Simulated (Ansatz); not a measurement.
**A hypothetical structure for SrCaNi4**

Starting from a made-up structure for SrCaNi4, the aim is the relaxed cell, its shortest contacts and, where a second run follows, its electronic structure.

Calculated with Ansatz 0.2.0; DFT, PBE, plane-wave PAW, files of the set soft_1, scalar-relativistic, ferromagnetic start, cell and ions relaxed at zero pressure; PAW set soft_1, in the first sound run; inputs show where later runs differ.

## Step 1: Starting point

The structure is cubic, space group F-43m (No. 216). The conventional cell has a = 7.530 Å, b = 7.530 Å, c = 7.530 Å, α = 90.00°, β = 90.00°, γ = 90.00°. Sr has 12 Ni at 3.12 Å and 4 Ca at 3.26 Å nearest. Ni has 6 Ni at 2.66 Å and 3 Ca at 3.12 Å and 3 Sr at 3.12 Å nearest. Ca has 12 Ni at 3.12 Å and 4 Sr at 3.26 Å nearest. Farther neighbours are not listed.

## Step 2: Relaxing cell and atoms

The guess takes its coordinates from another compound and its volume from a rule, so the cell and any free coordinates are relaxed together.

Input file input.yaml:

```yaml
crystal:
  lattice:
    - [0.0, 3.765, 3.765]
    - [3.765, 0.0, 3.765]
    - [3.765, 3.765, 0.0]
  atoms:
    - { symbol: Sr, position: [0.75, 0.75, 0.75] }
    - { symbol: Ni, position: [0.1251, 0.6247, 0.1251], spin: 1.0 }
    - { symbol: Ni, position: [0.1251, 0.1251, 0.6247], spin: 1.0 }
    - { symbol: Ni, position: [0.1251, 0.1251, 0.1251], spin: 1.0 }
    - { symbol: Ni, position: [0.6247, 0.1251, 0.1251], spin: 1.0 }
    - { symbol: Ca, position: [0.5, 0.5, 0.5] }
magnetization:
  spin_polarized: true
kpoints:
  mp_grid: { grid: [6, 6, 6] }
scf:
  occupations: { method: fermi_dirac, width: 0.05 }
hamiltonian:
  xc: pbe
  pseudopotentials: { kind: paw, azcp: { folder: soft_1 } }
relax:
  f_tol: 0.015
  max_steps: 70
  cell: {}
output:
  forces: true
  stress: true
```

Launch:

```console
$ ansatz run input.yaml --threads 4 --pin off --max-ram 10240MiB --backend cpu --events-out ev --progress --plain --runs-dir out
```

Numbers of over 12 decimals in the logs are rounded to 6 here.

Output:

```text
Engine: ansatz 0.2.0, aarch64-unknown-linux-gnu
Pseudopotentials: kind: paw
Pseudopotential: Sr, paw, valence charge 10, recommended cutoff 420 eV (normal), soft_1/Sr.paw.azcp
Pseudopotential: Ni, paw, valence charge 18, recommended cutoff 420 eV (normal), soft_1/Ni.paw.azcp
Pseudopotential: Ca, paw, valence charge 10, recommended cutoff 420 eV (normal), soft_1/Ca.paw.azcp
Functional definition: PBE
  parameter kappa = 0.804
  parameter beta = 0.066725
  exchange = pbe_x(kappa = kappa, mu = beta*pi^2/3)
  correlation = pbe_c(beta = beta)
Crystal: 6 atoms, lattice volume = 106.739 Å³
Basis set: ecut = 420 eV, 2085 PW (Γ), exchange–correlation on 72×72×72 points (8 copies of the dense FFT grid, shifted against one another)
Bands: 58, of which v1, the nominal top of the filled ones, is band 46 counted from 1 (45 counted from 0)
Symmetry: 24 space group operations
Space group: F-43m (ITA 216), of the structure as read, at distance tolerance 4.7e-5 Å
Magnetic group: BNS 216.74 (UNI 1576), of the structure as read, at distance tolerance 4.7e-5 Å
k-points: 16 of 216 (time reversal used)
Non-local potential: Sr, projectors of the file, l = 0: 3, l = 1: 2, l = 2: 2
Non-local potential: Ni, projectors of the file, l = 0: 3, l = 1: 2, l = 2: 3, l = 3: 1
Non-local potential: Ca, projectors of the file, l = 0: 3, l = 1: 2, l = 2: 2
PAW form: soft (Blöchl's): semilocal exchange-correlation on the pseudo side does not see the compensation charge
PAW one-centre angular grid: Sr, 110 points (default); XC on 64 Gauss nodes
PAW one-centre angular grid: Ni, 590 points (default); XC on 64 Gauss nodes
PAW one-centre angular grid: Ca, 110 points (default); XC on 64 Gauss nodes
Initial density: superposition of atomic densities (chi_scale 0.1, normalization cell, long waves kept (reshape's long-wave potential 0.00 eV rms))
Starting moments: Σ|m| = 4 μB on 4 of 6 sites
Initial wavefunctions: pseudopotential atomic-orbital guess
Functional: x = pbe(κ = 0.804, μ = 0.219515), c = pbe(β = 0.066725)
SCF iter   1: F=—  HF=-28722.230644 eV  |F-HF|=—  |Δ(HF+E_count)|=         —  Δρ=8.49e-2 (↑8.49e-2 ↓8.21e-2)  dr2=2.25e1  dr2_m=5.67e-2  M=2.965 μB ∫|m|=3.982 μB  β_m=0.30  ethr=3.10e-3  ⟨swp⟩=9.1  Hψ=9047  notcnv=0  defer=4
Mixer restart at iter 1: flushing history
preconditioner: auto → Kerker (q_TF=auto, 2.662 Å⁻¹)  [metal: Δε(μ)=0.009 eV  Ē_g=8.356 eV  σ=0.050 eV  W_gap=0.05  n_scr=26 (ndim 8)  ℏωp=26.9 eV  f_vac=0.000  D(μ)=9.80/eV (n_scr^D=112)]
spin=Collinear: Kerker preconditioning applied to the charge; magnetization (m = ρ↑ − ρ↓) channel mixes plain (no charge-response kernel on spin).
SCF iter   2: F=—  HF=-28716.294895 eV  |F-HF|=—  |Δ(HF+E_count)|=    5.94e0  Δρ=2.58e-2 (↑1.23e-2 ↓2.58e-2)  dr2=5.32e-1  dr2_m=1.86e-1  M=2.345 μB ∫|m|=3.580 μB  β_m=0.29  ethr=3.10e-3  ⟨swp⟩=3.2  Hψ=4122  notcnv=0  defer=99
SCF iter   3: F=—  HF=-28717.207451 eV  |F-HF|=—  |Δ(HF+E_count)|=   9.13e-1  Δρ=2.12e-2 (↑1.23e-2 ↓2.12e-2)  dr2=2.27e-1  dr2_m=2.10e-1  M=2.156 μB ∫|m|=3.408 μB  β_m=0.64  ethr=5.78e-4  ⟨swp⟩=2.5  Hψ=3119  notcnv=0  defer=102
SCF iter   4: F=—  HF=-28719.815919 eV  |F-HF|=—  |Δ(HF+E_count)|=         —  Δρ=6.43e-2 (↑1.20e-2 ↓6.43e-2)  dr2=2.38e0  dr2_m=1.37e0  M=0.934 μB ∫|m|=1.676 μB  β_m=0.64  ethr=2.47e-4  ⟨swp⟩=3.1  Hψ=3832  notcnv=0  defer=102
Mixer restart at iter 4: flushing history
SCF iter   5: F=—  HF=-28720.813874 eV  |F-HF|=—  |Δ(HF+E_count)|=   9.98e-1  Δρ=3.83e-2 (↑3.83e-2 ↓7.92e-3)  dr2=7.06e-1  dr2_m=3.32e-1  M=0.852 μB ∫|m|=1.450 μB  β_m=0.64  ethr=2.47e-4  ⟨swp⟩=4.8  Hψ=4848  notcnv=0  defer=102
SCF iter   6: F=—  HF=-28720.581365 eV  |F-HF|=—  |Δ(HF+E_count)|=   2.33e-1  Δρ=4.81e-2 (↑8.66e-3 ↓4.81e-2)  dr2=2.42e0  dr2_m=4.04e-1  M=0.455 μB ∫|m|=0.947 μB  β_m=0.32  ethr=2.47e-4  ⟨swp⟩=3.2  Hψ=4225  notcnv=0  defer=117
SCF iter   7: F=—  HF=-28720.349221 eV  |F-HF|=—  |Δ(HF+E_count)|=   2.32e-1  Δρ=1.43e-2 (↑1.43e-2 ↓6.09e-3)  dr2=6.81e-2  dr2_m=8.93e-2  M=0.411 μB ∫|m|=0.779 μB  β_m=0.80  ethr=2.47e-4  ⟨swp⟩=3.2  Hψ=4132  notcnv=0  defer=118
SCF iter   8: F=—  HF=-28720.333767 eV  |F-HF|=—  |Δ(HF+E_count)|=   1.55e-2  Δρ=8.82e-3 (↑8.82e-3 ↓7.26e-3)  dr2=1.98e-1  dr2_m=6.72e-4  M=0.091 μB ∫|m|=0.182 μB  β_m=0.90  ethr=7.40e-5  ⟨swp⟩=3.5  Hψ=3425  notcnv=0  defer=118
SCF iter   9: F=—  HF=-28720.327917 eV  |F-HF|=—  |Δ(HF+E_count)|=   5.85e-3  Δρ=2.40e-3 (↑2.40e-3 ↓1.49e-3)  dr2=1.27e-2  dr2_m=2.19e-4  M=0.049 μB ∫|m|=0.102 μB  β_m=0.94  ethr=7.40e-5  ⟨swp⟩=2.0  Hψ=2798  notcnv=0  defer=118
SCF iter  10: F=—  HF=-28720.327111 eV  |F-HF|=—  |Δ(HF+E_count)|=   8.07e-4  Δρ=7.26e-4 (↑7.26e-4 ↓1.26e-4)  dr2=6.52e-4  dr2_m=9.90e-5  M=0.027 μB ∫|m|=0.054 μB  β_m=0.97  ethr=1.38e-5  ⟨swp⟩=2.1  Hψ=2471  notcnv=0  defer=118
SCF iter  11: F=—  HF=-28720.327233 eV  |F-HF|=—  |Δ(HF+E_count)|=   1.23e-4  Δρ=3.62e-4 (↑3.62e-4 ↓4.94e-5)  dr2=1.37e-4  dr2_m=2.61e-5  M=0.010 μB ∫|m|=0.019 μB  β_m=0.99  ethr=7.08e-7  ⟨swp⟩=1.5  Hψ=2176  notcnv=0  defer=118
SCF iter  12: F=—  HF=-28720.327225 eV  |F-HF|=—  |Δ(HF+E_count)|=   8.05e-6  Δρ=6.08e-5 (↑5.23e-5 ↓6.08e-5)  dr2=1.29e-5  dr2_m=4.22e-8  M=0.000 μB ∫|m|=0.000 μB  β_m=0.99  ethr=1.48e-7  ⟨swp⟩=1.5  Hψ=2177  notcnv=0  defer=118
SCF iter  13: F=—  HF=-28720.327226 eV  |F-HF|=—  |Δ(HF+E_count)|=   8.67e-7  Δρ=1.92e-5 (↑1.92e-5 ↓1.62e-5)  dr2=7.46e-8  dr2_m=2.91e-7  M=-0.001 μB ∫|m|=0.001 μB  β_m=1.00  ethr=1.40e-8  ⟨swp⟩=2.0  Hψ=2296  notcnv=0  defer=118
SCF iter  14: F=—  HF=-28720.327226 eV  |F-HF|=—  |Δ(HF+E_count)|=   1.99e-8  Δρ=5.66e-6 (↑5.66e-6 ↓2.08e-6)  dr2=1.86e-8  dr2_m=1.25e-8  M=0.000 μB ∫|m|=0.001 μB  β_m=1.00  ethr=8.10e-11  ⟨swp⟩=2.2  Hψ=3329  notcnv=0  defer=118
SCF iter  15: F=—  HF=-28720.327226 eV  |F-HF|=—  |Δ(HF+E_count)|=   6.27e-9  Δρ=1.29e-6 (↑6.90e-7 ↓1.29e-6)  dr2=3.45e-9  dr2_m=1.08e-10  M=0.000 μB ∫|m|=0.000 μB  β_m=1.00  ethr=2.02e-11  ⟨swp⟩=2.2  Hψ=2825  notcnv=0  defer=118
SCF iter  16: F=-28720.327226 eV  HF=-28720.327226 eV  |F-HF|=3.13e-10  |Δ(HF+E_count)|=  5.09e-11  Δρ=3.34e-7 (↑3.26e-7 ↓3.34e-7)  dr2=3.86e-10  dr2_m=1.33e-13  M=-0.000 μB ∫|m|=0.000 μB  ethr=3.75e-12  ⟨swp⟩=1.7  Hψ=4249  notcnv=0
WARN: the starting moments were not kept: the SCF closed with an absolute magnetisation of 5.1e-7 μB, where they sum to 4 μB in size (4 sites). That is at most 0.1 of that sum. Measured as dr2_m measures the in/out step, that magnetisation stands 4.8e-14 eV from none, at or under the dr2_threshold of 1.0e-7 eV: it is no larger than a step whose dr2_m would equal this threshold. The system may hold no moment; this SCF [...]
[...]
relax step   4: F+E_penalty+E_count = -28720.50274843 eV  Δ(F+E_penalty+E_count) = -1.822e-4 eV  max|allowed force component| = 3.041e-3 eV/Å  Δτ_max = 0.0028 Å  P = +0.034 GPa  Ω = 97.965 Å³  energy of the carried Pulay correction = +1.806e-3 eV  (6 SCF iters, dr2 threshold 1.62e-8 eV, accepted)
[...]
relax step   5: F+E_penalty+E_count = -28720.50004463 eV  Δ(F+E_penalty+E_count) = +2.704e-3 eV  max|allowed force component| = 3.012e-3 eV/Å  Δτ_max = 0.0000 Å  P = +0.065 GPa  Ω = 97.965 Å³  stress off target by 6.52e-2 GPa  SCF on the basis re-selected at this cell (its energy is not comparable with the rows above)  (11 SCF iters)
[...]
relax step   6: F+E_penalty+E_count = -28720.50004928 eV  Δ(F+E_penalty+E_count) = -4.654e-6 eV  max|allowed force component| = 1.919e-5 eV/Å  Δτ_max = 0.0007 Å  P = +0.003 GPa  Ω = 98.040 Å³  energy of the carried Pulay correction = -1.814e-5 eV  (7 SCF iters, dr2 threshold 1.06e-8 eV, accepted)
iter 1 solved again at ethr=6.59e-7 eV; its pass at ethr=3.10e-3 eV (dr2=6.07e-4 eV) is discarded
SCF iter   1: F=—  HF=-28720.500098 eV  |F-HF|=—  |Δ(HF+E_count)|=         —  Δρ=2.52e-6 (↑2.52e-6 ↓2.47e-6)  dr2=1.66e-8  dr2_m=1.33e-11  M=-0.000 μB ∫|m|=0.000 μB  β_m=0.65  ethr=6.59e-7  ⟨swp⟩=3.6  Hψ=14630  notcnv=0
eigensolver tolerance schedule: the retry pair's looser diagonalisation over-reported the residual by 36619.14 of it (diagonalisation noise at an unbounded share of the residual, at the tolerance the schedule requests for it); recorded, not acted on — ethr = c·dr2/N_el stays at c = 1.0e-1
spin=Collinear: Kerker preconditioning applied to the charge; magnetization (m = ρ↑ − ρ↓) channel mixes plain (no charge-response kernel on spin).
SCF iter   2: F=—  HF=-28720.500068 eV  |F-HF|=—  |Δ(HF+E_count)|=   3.05e-5  Δρ=2.34e-6 (↑2.26e-6 ↓2.34e-6)  dr2=9.35e-9  dr2_m=3.08e-12  M=-0.000 μB ∫|m|=0.000 μB  β_m=0.36  ethr=1.80e-11  ⟨swp⟩=4.0  Hψ=5472  notcnv=0
SCF iter   3: F=—  HF=-28720.500068 eV  |F-HF|=—  |Δ(HF+E_count)|=   3.46e-9  Δρ=3.30e-7 (↑3.30e-7 ↓3.03e-7)  dr2=2.74e-10  dr2_m=2.81e-12  M=-0.000 μB ∫|m|=0.000 μB  β_m=0.47  ethr=1.02e-11  ⟨swp⟩=2.4  Hψ=3219  notcnv=0
SCF iter   4: F=—  HF=-28720.500068 eV  |F-HF|=—  |Δ(HF+E_count)|=  3.64e-12  Δρ=3.05e-7 (↑3.05e-7 ↓2.42e-7)  dr2=1.72e-10  dr2_m=1.19e-12  M=-0.000 μB ∫|m|=0.000 μB  β_m=0.51  ethr=1.00e-12  ⟨swp⟩=2.5  Hψ=2984  notcnv=0
SCF iter   5: F=—  HF=-28720.500068 eV  |F-HF|=—  |Δ(HF+E_count)|=  1.09e-11  Δρ=1.60e-7 (↑1.12e-7 ↓1.60e-7)  dr2=4.47e-11  dr2_m=6.01e-13  M=-0.000 μB ∫|m|=0.000 μB  β_m=0.76  ethr=1.00e-12  ⟨swp⟩=1.3  Hψ=1892  notcnv=0
SCF iter   6: F=—  HF=-28720.500068 eV  |F-HF|=—  |Δ(HF+E_count)|=  1.42e-10  Δρ=1.69e-7 (↑1.44e-7 ↓1.69e-7)  dr2=7.68e-11  dr2_m=1.38e-13  M=-0.000 μB ∫|m|=0.000 μB  β_m=0.88  ethr=1.00e-12  ⟨swp⟩=1.0  Hψ=1856  notcnv=0
SCF iter   7: F=—  HF=-28720.500068 eV  |F-HF|=—  |Δ(HF+E_count)|=  6.91e-11  Δρ=1.24e-7 (↑9.45e-8 ↓1.24e-7)  dr2=4.06e-11  dr2_m=2.05e-13  M=-0.000 μB ∫|m|=0.000 μB  β_m=0.94  ethr=1.00e-12  ⟨swp⟩=1.0  Hψ=1856  notcnv=0
SCF iter   8: F=—  HF=-28720.500068 eV  |F-HF|=—  |Δ(HF+E_count)|=  2.18e-11  Δρ=8.73e-8 (↑7.95e-8 ↓8.73e-8)  dr2=1.94e-11  dr2_m=1.45e-14  M=0.000 μB ∫|m|=0.000 μB  β_m=0.97  ethr=1.00e-12  ⟨swp⟩=2.0  Hψ=2318  notcnv=0
SCF iter   9: F=—  HF=-28720.500068 eV  |F-HF|=—  |Δ(HF+E_count)|=  1.46e-11  Δρ=4.77e-8 (↑4.65e-8 ↓4.77e-8)  dr2=6.29e-12  dr2_m=3.45e-16  M=0.000 μB ∫|m|=0.000 μB  β_m=0.98  ethr=1.00e-12  ⟨swp⟩=1.0  Hψ=1856  notcnv=0
SCF iter  10: F=-28720.500068 eV  HF=-28720.500068 eV  |F-HF|=1.82e-11  |Δ(HF+E_count)|=  3.64e-12  Δρ=3.57e-8 (↑3.57e-8 ↓3.51e-8)  dr2=3.91e-12  dr2_m=7.71e-17  M=-0.000 μB ∫|m|=0.000 μB  ethr=1.00e-12  ⟨swp⟩=2.3  Hψ=4823  notcnv=0
the starting moments were not kept: the SCF closed with an absolute magnetisation of 4.3e-8 μB, where they sum to 4 μB in size (4 sites). That is at most 0.1 of that sum. Measured as dr2_m measures the in/out step, that magnetisation stands 8.4e-16 eV from none, at or under the dr2_threshold of 6.0e-11 eV: it is no larger than a step whose dr2_m would equal this threshold.
SCF 7 converged in 10 iterations: F = -28720.500068 eV  dr2 = 3.91e-12
relax step   7: F+E_penalty+E_count = -28720.50006766 eV  Δ(F+E_penalty+E_count) = -1.838e-5 eV  max|allowed force component| = 1.804e-5 eV/Å  Δτ_max = 0.0000 Å  P = +0.002 GPa  Ω = 98.040 Å³  stress off target by 2.18e-3 GPa  SCF on the basis re-selected at this cell (its energy is not comparable with the rows above)  (10 SCF iters)
basis re-selected at this cell: Δ(F+E_penalty+E_count) = -1.838e-5 eV, ΔP = -0.000 GPa vs the last step (what re-selecting the basis moved, of the pressure what is left beyond the Pulay correction that the steps carried, after the strain that the cell walked since its last selection, with what the two solves' SCF thresholds leave and, on support functions, any second-order correction that the steps lacked; it is no m [...]
SCF converged after 10 iterations
Magnetization: -0.0000 μB (46.0000 up, 46.0000 down)
Absolute magnetization: 0.0000 μB (∫|ρ↑−ρ↓|, with the PAW one-centre terms)
Spin contamination: 0.0000 ħ² per cell (⟨S²⟩ above its minimum at these occupations)
Per-site moments (μB) at R_I (Å): [(1.1069962938914733e-9, 1.252390), (-7.642906257659904e-9, 1.061573), (-7.6429059823365e-9, 1.061573), (-7.642905948336953e-9, 1.061573), (-7.642906200140104e-9, 1.061573), (1.3401668333211848e-9, 1.251127)]
Free energy (F): -28720.500068 eV
Harris-Foulkes:  -28720.500068 eV  (|F-HF|=1.82e-11)
Internal energy: -28720.455991 eV  (E = F + TS)
E sigma→0 (E₀):  -28720.478029 eV
Entropy (-TS):   -0.044077 eV (-7.346 meV/atom)
Fermi energy:    13.084510 eV
--- Per-component energies (eV) ---
  E_band       = -1586.250210
  E_kinetic    = 1855.379881
  E_local      = -16112.820333  (includes V_loc(G=0)·N_el)
  E_nonlocal   = -141.818262
  E_hartree    = 8119.861068
  E_xc         = -754.867190
  E_vxc        = -897.022082  (∫ρ·V_xc dr)
  E_paw        = -10192.363006  (= ΣΔE_a)
  E_vpaw       = -2529.694771  (= ΣTr[D̂ρ^β])
  E_aug_tail   = 0.003568  (compensation charges beyond the density's cutoff)
  E_ewald      = -11493.831717
  E_smearing   = -0.044077  (= −TS)
  E_closure    = 0.000000  (closes the sum)
  Σ components = -28720.500068   (vs F -28720.500068, Δ=0.00e0)
--- Forces (eV/Å), atoms counted from 1 ---
  atom   1  Sr     0.00000000    -0.00000000     0.00000000
  atom   2  Ni    -0.00001804     0.00001804    -0.00001804
  atom   3  Ni    -0.00001804    -0.00001804     0.00001804
  atom   4  Ni     0.00001804     0.00001804     0.00001804
  atom   5  Ni     0.00001804    -0.00001804    -0.00001804
  atom   6  Ca    -0.00000000    -0.00000000    -0.00000000
  max |Σ_I F_I| component: 3.00e-17 eV/Å
--- Stress (GPa, compression-positive) ---
        0.002183       0.000000       0.000000
        0.000000       0.002183      -0.000000
        0.000000       0.000000       0.002183
  P = ⅓ Tr σ = 0.0022 GPa (0.022 kbar)
--- Relaxed structure (5 steps of the walk, 5 accepted, 2 SCFs on fresh bases) ---
  F+E_penalty+E_count = -28720.50006766 eV   max|allowed force component| = 1.804e-5 eV/Å   (the final SCF, on the basis selected at the relaxed cell)
  cell:  # Å, volume = 98.0404 Å³
    - [0, 3.659809, 3.659809]
    - [3.659809, 0, 3.659809]
    - [3.659809, 3.659809, 0]
  atoms:
    - { symbol: Sr, position: [0.75, 0.75, 0.75] }
    - { symbol: Ni, position: [0.125694, 0.622918, 0.125694] }
    - { symbol: Ni, position: [0.125694, 0.125694, 0.622918] }
    - { symbol: Ni, position: [0.125694, 0.125694, 0.125694] }
    - { symbol: Ni, position: [0.622918, 0.125694, 0.125694] }
    - { symbol: Ca, position: [0.500000, 0.500000, 0.500000] }
```

Elapsed: 46 s, on 4 threads of Arm Neoverse V1, shared host; peak memory 0.48 GiB.

Step by step:

```csv
step,energy less that of the first step (eV),largest force component (eV/Å),pressure (GPa),volume (Å³)
1,0.0000,0.0310,-5.86,106.74
2,-0.1749,0.0264,-0.17,98.20
3,-0.1753,0.0161,0.03,97.96
4,-0.1755,0.0030,0.03,97.96
5*,-0.1728,0.0030,0.07,97.96
6,-0.1728,0.0000,0.00,98.04
7*,-0.1728,0.0000,0.00,98.04
```

Relaxation steps marked * repeat the geometry before them on a plane-wave basis chosen anew for their cell, so energy and pressure can jump there.

The run keeps the 24 symmetry operations that it works with, so distortions that break them were not tested.

```csv
"conventional cell, symmetrised",before,after,change
a (Å),7.530,7.320,-2.8 %
b (Å),7.530,7.320,-2.8 %
c (Å),7.530,7.320,-2.8 %
volume (Å³/atom),17.79,16.34,-8.1 %
```

The relaxed structure:

```xyz
6
Lattice="0.0000 3.6598 3.6598 3.6598 0.0000 3.6598 3.6598 3.6598 0.0000" Properties=species:S:1:pos:R:3 pbc="T T T"
Sr    5.4897    5.4897    5.4897
Ni    2.7398    0.9200    2.7398
Ni    2.7398    2.7398    0.9200
Ni    0.9200    0.9200    0.9200
Ni    0.9200    2.7398    2.7398
Ca    3.6598    3.6598    3.6598
```

This step gave:

| Quantity | Value |
| --- | --- |
| free energy | -28720.5001 eV |
| energy at zero smearing | -28720.4780 eV |
| smearing term TS | 0.04408 eV |
| Fermi energy | 13.08 eV |
| electrons | 92 |
| symmetry operations | 24 |
| pressure | 0.002183 GPa |

Shortest distances by pair of elements, guess and relaxed (not always the same contact):

```csv
pair,guess (Å),relaxed (Å)
Ni–Ni,2.660,2.574
Ca–Ni,3.122,3.033
Ni–Sr,3.122,3.036
Ca–Sr,3.261,3.169
Sr–Sr,5.325,5.176
```

The relaxation ends with a largest force component of 1.8e-5 eV/Å and a pressure of 0.00 GPa. The starting moments have collapsed: the run ends non-magnetic.

[end of part 1 of 2]

[Logs are printed without paths, hosts, clocks, repeated set-up lines and the standing remarks that a program may print on its own settings, such as how far it seeks lower states.]

[Hosts, paths, dates, database ids (printed as entryN), source tags and the programs' standing remarks are cut or masked in the printed files.]
